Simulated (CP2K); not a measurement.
Consider formylcyclopropane at its PBE geometry (Å).

```xyz
11

O     2.0094   -0.7697   -0.3823
C     1.5462    0.2254    0.1683
C     0.1018    0.5150    0.3092
C    -0.8533   -0.6747    0.4453
C    -0.8310    0.0885   -0.8315
H     2.2311    0.9899    0.6100
H    -0.1499    1.4292    0.8452
H    -1.6945   -0.5465    1.1240
H    -0.3692   -1.6498    0.4559
H    -1.6549    0.7628   -1.0585
H    -0.3357   -0.3700   -1.6857
```

Method: CP2K XAS_TDP, all-electron GAPW, PBEh(45%), aug-cc-pVDZ, TDA, no relativity.

Q: Where do the C K-edge lines lie, and how strong are they?

Leading lines: C2 281.64 eV, C3 284.30 eV and C4 283.08 eV. The leading line of an atom is its first one with 35 % of the strongest within 2.5 eV of its lowest line over the strength cut. 

The first six lines of each atom with a strength over 0.0015:

```
                               atom  energy (eV)  states  strength, one atom
          C2 (bonded to C, O and H)       281.64       1              0.0679
                                          286.43       1              0.0149
                                          287.50       1              0.0015
                                          287.64       1              0.0028
                                          288.68       1              0.0016
                                          288.93       1              0.0023
           C3 (bonded to 3 C and H)       284.30       1              0.0141
                                          285.40       1              0.0039
                                          285.58       1              0.0078
                                          285.94       1              0.0373
                                          286.59       1              0.0094
                                          286.77       1              0.0016
C4 (bonded to 2 C and 2 H), 2 alike       283.08       1              0.0232
                                          284.37       1              0.0096
                                          284.96       1              0.0083
                                          285.27       1              0.0032
                                          285.56       1              0.0071
                                          286.05       1              0.0023
```

Lines are vertical, at one geometry, with no vibrational structure. Without a correction of the core level, line positions, and the gaps between valence and Rydberg lines, follow the share of exact exchange. At this level such K lines come out 3 to 6 eV under measured ones. These values hold no scalar relativity, about 0.1 eV for C 1s. Rydberg lines, and the discretised continuum above threshold, depend on the basis and the box.

[Banner, clock and machine lines of the logs are left out without a mark of their own.]

[Logs are printed without paths, hosts, clocks, repeated set-up lines and the standing remarks that a program may print on its own settings, such as how far it seeks lower states.]

[Hosts, paths, dates, database ids (printed as entryN), source tags and the programs' standing remarks are cut or masked in the printed files.]
